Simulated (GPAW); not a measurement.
Consider zinc-blende (AlAs)1-x(InAs)x, x = 0.125.

```xyz
16
Lattice="0.0000 5.7106 5.7106 5.7106 0.0000 5.7106 5.7106 5.7106 0.0000" Properties=species:S:1:pos:R:3 pbc="T T T"
In    0.0070    5.7088    5.7123
As    1.4964    1.4877    1.4956
Al    8.5641    2.8611    5.7116
As    4.2270    4.2208    1.4942
Al    8.5737   11.4167    8.5751
As    4.2265    1.4944    4.2273
Al    5.7245    8.5561    8.5611
As    7.1397    4.2787    4.2796
Al   11.4057    8.5610    8.5567
As    1.4836    4.2199    4.2045
Al    8.5657    5.7193    8.5598
As    4.2735    7.1425    4.2828
Al    8.5557    8.5719    5.7079
As    4.2742    4.2819    7.1336
Al    5.7019    5.7045    5.6999
As    7.1367    7.1312    7.1244
```

Absorber: atom 2, with 3 Al at 2.44 Å and 1 In at 2.58 Å (distorted tetrahedral). Method: GPAW, PBE, excited-electron core hole (neutral cell), 16-atom cell with 8.1 Å between holes, 4×4×4 k points, dipole transitions, Gaussian full width 2.14 eV up to 4 eV, rising linearly to 3.5 eV at 25 eV.

Q: Where do the maxima of the As K edge fall?

Main maxima up to 26 eV above the zero (height): 4.2 eV (1.37), 6.4 eV (1.37), 12.8 eV (0.94), 17.2 eV (0.93) and 24.8 eV (1.05). A K edge sees empty p states on the absorber. 

The As K spectrum (energy from the bottom of the conduction band, which holds the excited electron; intensity scaled to a mean of 1 over the first 20 eV):

```tsv
E (eV)	intensity
-2.0	0.00
-1.4	0.01
-0.8	0.04
-0.2	0.15
0.4	0.38
1.0	0.68
1.6	0.94
2.2	1.07
2.8	1.15
3.4	1.27
4.0	1.36
4.6	1.35
5.2	1.32
5.8	1.34
6.4	1.37
7.0	1.32
7.6	1.23
8.2	1.13
8.8	1.04
9.4	0.95
10.0	0.86
10.6	0.82
11.2	0.84
11.8	0.89
12.4	0.94
13.0	0.94
13.6	0.90
14.2	0.85
14.8	0.83
15.4	0.85
16.0	0.89
16.6	0.92
17.2	0.93
17.8	0.92
18.4	0.91
19.0	0.90
19.6	0.91
20.2	0.92
20.8	0.92
21.4	0.92
22.0	0.92
22.6	0.94
23.2	0.97
23.8	1.01
24.4	1.05
25.0	1.05
25.6	1.03
26.2	0.96
26.8	0.88
27.4	0.79
```

The script folds with a Gaussian, whereas the core hole's own line is a Lorentzian, so the onset is too steep and the first peak too high.

[Banner, clock and machine lines of the logs are left out without a mark of their own.]

[Logs are printed without paths, hosts, clocks, repeated set-up lines and the standing remarks that a program may print on its own settings, such as how far it seeks lower states.]

[Hosts, paths, dates, database ids (printed as entryN), source tags and the programs' standing remarks are cut or masked in the printed files.]

[Lists of maxima count a maximum above −3 eV only where it reaches 4 % of the highest in the window and stands out from its surroundings by 2 % of it (1.5 % where it reaches 55 %); shoulders and weaker maxima are passed over, and of the rest the first, up to two pre-edge ones and the few strongest are named.]
